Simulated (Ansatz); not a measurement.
# Resistivity from frozen vibrations: Ru(0001) with 2 thermally displaced layers, 2x2, part 2 of 2

Aim: the resistivity of Ru at 800 K from frozen thermal displacements between perfect leads.

Ansatz 0.2.0; Ansatz plane-wave DFT, PBE, PAW files; ballistic transport by layer matching (Landauer), zero bias; PAW set soft_1.

So far, open channels per spin nearest the Fermi level: step 2 (with 2 displaced layers) 5.16.

## 4. With 10 displaced layers

Each atom of 10 layers is moved at random, by amounts drawn from a normal law 0.057 Å wide in each direction from the Debye model (600 K) at 800 K. A fresh draw is used; the growth of the resistance with length is what counts.

System of this step: Ru(0001) with 10 thermally displaced layers, 2x2. The cell holds 80 atoms: 80 Ru. Its edges and angles: a = 5.412 Å, b = 5.412 Å, c = 42.819 Å, α = 90.0°, β = 90.0°, γ = 120.0°. It derives from Ru. Regions: lead, 40 atoms (40 Ru); scattering region, 40 atoms (40 Ru). The structure is stacked along c, and the current runs across the ab planes.

The input, input.yaml:

```yaml
crystal:
  lattice:
    - [5.4116, 0.0, 0.0]
    - [-2.7058, 4.6865830751, 0.0]
    - [0.0, 0.0, 42.819]
  atoms:
    - { symbol: Ru, position: [0.1666666667, 0.3333333333, 0.025] }
    - { symbol: Ru, position: [0.1666666667, 0.8333333333, 0.025] }
    - { symbol: Ru, position: [0.6666666667, 0.3333333333, 0.025] }
    - { symbol: Ru, position: [0.6666666667, 0.8333333333, 0.025] }
    - { symbol: Ru, position: [0.3333333333, 0.1666666667, 0.075] }
    - { symbol: Ru, position: [0.3333333333, 0.6666666667, 0.075] }
    - { symbol: Ru, position: [0.8333333333, 0.1666666667, 0.075] }
    - { symbol: Ru, position: [0.8333333333, 0.6666666667, 0.075] }
    - { symbol: Ru, position: [0.1666666667, 0.3333333333, 0.125] }
    - { symbol: Ru, position: [0.1666666667, 0.8333333333, 0.125] }
    - { symbol: Ru, position: [0.6666666667, 0.3333333333, 0.125] }
    - { symbol: Ru, position: [0.6666666667, 0.8333333333, 0.125] }
    - { symbol: Ru, position: [0.3333333333, 0.1666666667, 0.175] }
    - { symbol: Ru, position: [0.3333333333, 0.6666666667, 0.175] }
    - { symbol: Ru, position: [0.8333333333, 0.1666666667, 0.175] }
    - { symbol: Ru, position: [0.8333333333, 0.6666666667, 0.175] }
    - { symbol: Ru, position: [0.1666666667, 0.3333333333, 0.225] }
    - { symbol: Ru, position: [0.1666666667, 0.8333333333, 0.225] }
    - { symbol: Ru, position: [0.6666666667, 0.3333333333, 0.225] }
    - { symbol: Ru, position: [0.6666666667, 0.8333333333, 0.225] }
    - { symbol: Ru, position: [0.3272807178, 0.1702807091, 0.2749778754] }
    - { symbol: Ru, position: [0.3267204928, 0.6577332159, 0.2755155451] }
    - { symbol: Ru, position: [0.8360109139, 0.1655356907, 0.2747048747] }
    - { symbol: Ru, position: [0.8168418843, 0.6607532599, 0.2766061036] }
    - { symbol: Ru, position: [0.1559038134, 0.3158221404, 0.3267764963] }
    - { symbol: Ru, position: [0.1850726935, 0.858974222, 0.3250832202] }
    - { symbol: Ru, position: [0.6530027157, 0.3157254755, 0.326762379] }
    - { symbol: Ru, position: [0.6887402103, 0.8233482136, 0.3241385552] }
    - { symbol: Ru, position: [0.3345635334, 0.156567086, 0.3746398153] }
    - { symbol: Ru, position: [0.3308157052, 0.6690014832, 0.3764574929] }
    - { symbol: Ru, position: [0.8391541847, 0.1778434688, 0.3744410168] }
    - { symbol: Ru, position: [0.8237824852, 0.6406591994, 0.3730697357] }
    - { symbol: Ru, position: [0.171461443, 0.3261552829, 0.4257720201] }
    - { symbol: Ru, position: [0.1804209922, 0.849416353, 0.4260807991] }
    - { symbol: Ru, position: [0.6767000708, 0.331975063, 0.4240703978] }
    - { symbol: Ru, position: [0.6559926831, 0.8273972025, 0.4234958987] }
    - { symbol: Ru, position: [0.3270038399, 0.1655407394, 0.4753349621] }
    - { symbol: Ru, position: [0.3180646263, 0.6432687056, 0.4749037723] }
    - { symbol: Ru, position: [0.8423023232, 0.1798572597, 0.4757692897] }
    - { symbol: Ru, position: [0.8221526623, 0.6578632947, 0.477676637] }
    - { symbol: Ru, position: [0.1857747574, 0.3556093324, 0.5278348538] }
    - { symbol: Ru, position: [0.1603923693, 0.8380194052, 0.5256099414] }
    - { symbol: Ru, position: [0.675856983, 0.3399245482, 0.5252689882] }
    - { symbol: Ru, position: [0.6593633335, 0.8150582653, 0.5247798073] }
    - { symbol: Ru, position: [0.3262250431, 0.1682002801, 0.5743775723] }
    - { symbol: Ru, position: [0.3448298116, 0.6766291724, 0.5754109512] }
    - { symbol: Ru, position: [0.8372289697, 0.1677971872, 0.5744038626] }
    - { symbol: Ru, position: [0.8285862513, 0.6606380704, 0.5755165135] }
    - { symbol: Ru, position: [0.1703504847, 0.3404036406, 0.6232312177] }
    - { symbol: Ru, position: [0.1713797611, 0.8240565772, 0.6240224762] }
    - { symbol: Ru, position: [0.6611606356, 0.3264808261, 0.6253875646] }
    - { symbol: Ru, position: [0.6541145825, 0.8203251631, 0.6238740128] }
    - { symbol: Ru, position: [0.3474223477, 0.1672049855, 0.6734457084] }
    - { symbol: Ru, position: [0.3239590056, 0.6477415235, 0.6773823864] }
    - { symbol: Ru, position: [0.8201867116, 0.1724897872, 0.6757237095] }
    - { symbol: Ru, position: [0.8198857376, 0.6703189622, 0.6763274997] }
    - { symbol: Ru, position: [0.1731792834, 0.3365081023, 0.7262634987] }
    - { symbol: Ru, position: [0.1704075528, 0.8374253102, 0.7248313134] }
    - { symbol: Ru, position: [0.6675967519, 0.3218831769, 0.7260540463] }
    - { symbol: Ru, position: [0.6547111757, 0.8200675993, 0.725486243] }
    - { symbol: Ru, position: [0.3333333333, 0.1666666667, 0.775] }
    - { symbol: Ru, position: [0.3333333333, 0.6666666667, 0.775] }
    - { symbol: Ru, position: [0.8333333333, 0.1666666667, 0.775] }
    - { symbol: Ru, position: [0.8333333333, 0.6666666667, 0.775] }
    - { symbol: Ru, position: [0.1666666667, 0.3333333333, 0.825] }
    - { symbol: Ru, position: [0.1666666667, 0.8333333333, 0.825] }
    - { symbol: Ru, position: [0.6666666667, 0.3333333333, 0.825] }
    - { symbol: Ru, position: [0.6666666667, 0.8333333333, 0.825] }
    - { symbol: Ru, position: [0.3333333333, 0.1666666667, 0.875] }
    - { symbol: Ru, position: [0.3333333333, 0.6666666667, 0.875] }
    - { symbol: Ru, position: [0.8333333333, 0.1666666667, 0.875] }
    - { symbol: Ru, position: [0.8333333333, 0.6666666667, 0.875] }
    - { symbol: Ru, position: [0.1666666667, 0.3333333333, 0.925] }
    - { symbol: Ru, position: [0.1666666667, 0.8333333333, 0.925] }
    - { symbol: Ru, position: [0.6666666667, 0.3333333333, 0.925] }
    - { symbol: Ru, position: [0.6666666667, 0.8333333333, 0.925] }
    - { symbol: Ru, position: [0.3333333333, 0.1666666667, 0.975] }
    - { symbol: Ru, position: [0.3333333333, 0.6666666667, 0.975] }
    - { symbol: Ru, position: [0.8333333333, 0.1666666667, 0.975] }
    - { symbol: Ru, position: [0.8333333333, 0.6666666667, 0.975] }
kpoints:
  mp_grid: { grid: [5, 5, 1] }
hamiltonian:
  xc: pbe
  pseudopotentials: { kind: paw, azcp: { folder: soft_1 } }
scf:
  occupations: { method: fermi_dirac, width: 0.1 }
output:
  transmission:
    leads: [[0, 8]]
    kmesh: [10, 10]
    e_range: [-0.05, 0.05]
    de: 0.05
  write_potential: true
  write_density: true
  volumetric_format: npy
```

The run is started by

```
> ansatz run input.yaml --threads 4 --pin off --max-ram 15360MiB --backend cpu --events-out ev --progress --plain --runs-dir out
```

Numbers of over 12 decimals in the logs are rounded to 6 here.

What it wrote:

```text
[...]
Crystal: 80 atoms, lattice volume = 1085.972 Å³
Basis set: ecut = 420 eV, 21185 PW (Γ)
Bands: 768, of which v1, the nominal top of the filled ones, is band 640 counted from 1 (639 counted from 0)
Symmetry: 1 space group operations
[...]
k-points: 13 of 25 (time reversal used)
[...]
SCF iter   1: F=—  HF=-470345.883352 eV  |F-HF|=—  |Δ(HF+E_count)|=         —  Δρ=1.22e-1  dr2=1.55e2  ethr=3.10e-3  ⟨swp⟩=5.0  Hψ=32467  notcnv=0  defer=24
[...]
SCF iter   9: F=-470296.769822 eV  HF=-470296.769822 eV  |F-HF|=3.61e-8  |Δ(HF+E_count)|=   1.69e-9  Δρ=1.24e-6  dr2=4.35e-8  ethr=7.81e-12  ⟨swp⟩=7.5  Hψ=21302  notcnv=0
SCF 1 converged in 9 iterations: F = -470296.769822 eV  dr2 = 4.35e-8
[...]
transmission: 432 of 4316 steps passed
transmission: 865 of 4316 steps passed
[...]
transmission: 4316 of 4316 steps passed
SCF converged after 9 iterations
Free energy (F): -470296.769822 eV
[...]
Internal energy: -470294.246393 eV  (E = F + TS)
E sigma→0 (E₀):  -470295.508107 eV
Entropy (-TS):   -2.523429 eV (-31.543 meV/atom)
Fermi energy:    23.366637 eV
[...]
--- Band table (eV; the first three rows and the last of 13) ---
  k-point 0: bands = [... 636 lower, 24.2521, 24.2757, 24.3059, 24.3257, 24.3536, 24.3699, 24.3870, 24.3929, ... 124 higher]
  k-point 1: bands = [... 636 lower, 23.6163, 23.6360, 23.6608, 23.8091, 23.8208, 23.8349, 23.8508, 23.8765, ... 124 higher]
  k-point 2: bands = [... 636 lower, 23.1395, 23.1443, 23.1617, 23.1792, 23.2110, 23.2402, 23.2672, 23.2844, ... 124 higher]
  k-point 12: bands = [... 636 lower, 23.1936, 23.2818, 23.3077, 23.3293, 23.3418, 23.3546, 23.3771, 23.3867, ... 124 higher]
--- Transmission ---
  basis      : 223 plane waves across, 83 finite elements along
  points     : 52, standing for a mesh of 10 x 10
[...]
channels       : 5.280000e0 a spin
[...]
junction   : crystal 0 to crystal 0, 0.70 to 39.24 Å
    transmission   : 3.627211e0 a spin
[...]
```

Elapsed: 15 min, on 4 threads of Intel Xeon Platinum 8375C at 2.90GHz (Ice Lake), shared host; peak memory 8.5 GiB; 56 min of CPU time.

This step gave:

```yaml
free_energy: -470296.7698 eV
energy_at_zero_smearing: -470295.5081 eV
transmission_per_spin_nearest_the_fermi_level: 3.627
step_of_the_lead_s_potential: 5.5 meV
```

Per spin. Transmission, zone mean against energy, zero at the Fermi level:

```csv
energy (eV),"transmission, zone mean"
-0.0500,3.68
0.0000,3.63
0.0500,3.80
```

Over the solved energies the transmission per spin lies between 3.63 and 3.80, out of 5.44 channels of the lead on average (up to 5.88).

## 5. The fit

This step: Ansatz plane-wave DFT, PBE, PAW files; ballistic transport by layer matching (Landauer), zero bias; resistivity from the slope of the area resistance; PAW set soft_1 (Ansatz 0.2.0).

This step gave:

```
resistivity           : 13.95 µΩ cm
intercept             : -0.01404 fΩ m²
scatter about the fit : 0.003542 fΩ m²
```

Resistance, by row:

```csv
run,length (Å),T,channels N,RA (fΩ m²)
n2,4.282,4.971,5.32,0.04318
n6,12.85,4.273,5.493,0.1702
n10,21.41,3.704,5.44,0.2821
```

Table of area resistance by length of the displaced region:

```csv
length of the displaced region (Å),area resistance (fΩ m²)
4.28,0.0432
12.85,0.170
21.41,0.282
```

The area resistance goes from 0.043 to 0.28 fΩ m² between 4.3 and 21.4 Å, a slope of 14 µΩ cm.

By hand from the end points: (0.2821 − 0.04318) fΩ m² / (21.41 − 4.28) Å = 14 µΩ cm, since 1 fΩ m² per Å is 1000 µΩ cm.

## 6. Results

```yaml
resistivity_from_the_slope: 13.9 µΩ cm
area_resistance_over_4p28_a: 0.0432 fΩ m²
area_resistance_over_12p8_a: 0.170 fΩ m²
area_resistance_over_21p4_a: 0.282 fΩ m²
```

The slope gives 14 µΩ cm. The points scatter by 0.0035 fΩ m² about the line, with one random draw a length in a 2x2 cell, so the slope is a rough value. The mean square of the displacements drawn is 0.69, 0.93 and 0.79 of the nominal one at the three lengths; with each resistance scaled back by that, the slope is 17 µΩ cm, the value used below. The lead's own channel count moves between the runs (5.32, 5.49 and 5.44), which shifts RA and the slope too. Read with a model of isotropic scattering on a spherical Fermi surface and the lead's 1.6×10¹⁵ S/m², this slope means a mean free path near 29 Å; over these lengths the model's slope is 1.07 times its bulk resistivity, which would be 16 µΩ cm. Uncorrelated displacements put too much weight on short waves, which scatter strongly; with the sideways repeat of a small cell, one draw and three short lengths, the method is good to a factor of two or three.

[Logs are printed without paths, hosts, clocks, repeated set-up lines and the standing remarks that a program may print on its own settings, such as how far it seeks lower states.]

[Hosts, paths, dates, database ids (printed as entryN), source tags and the programs' standing remarks are cut or masked in the printed files.]
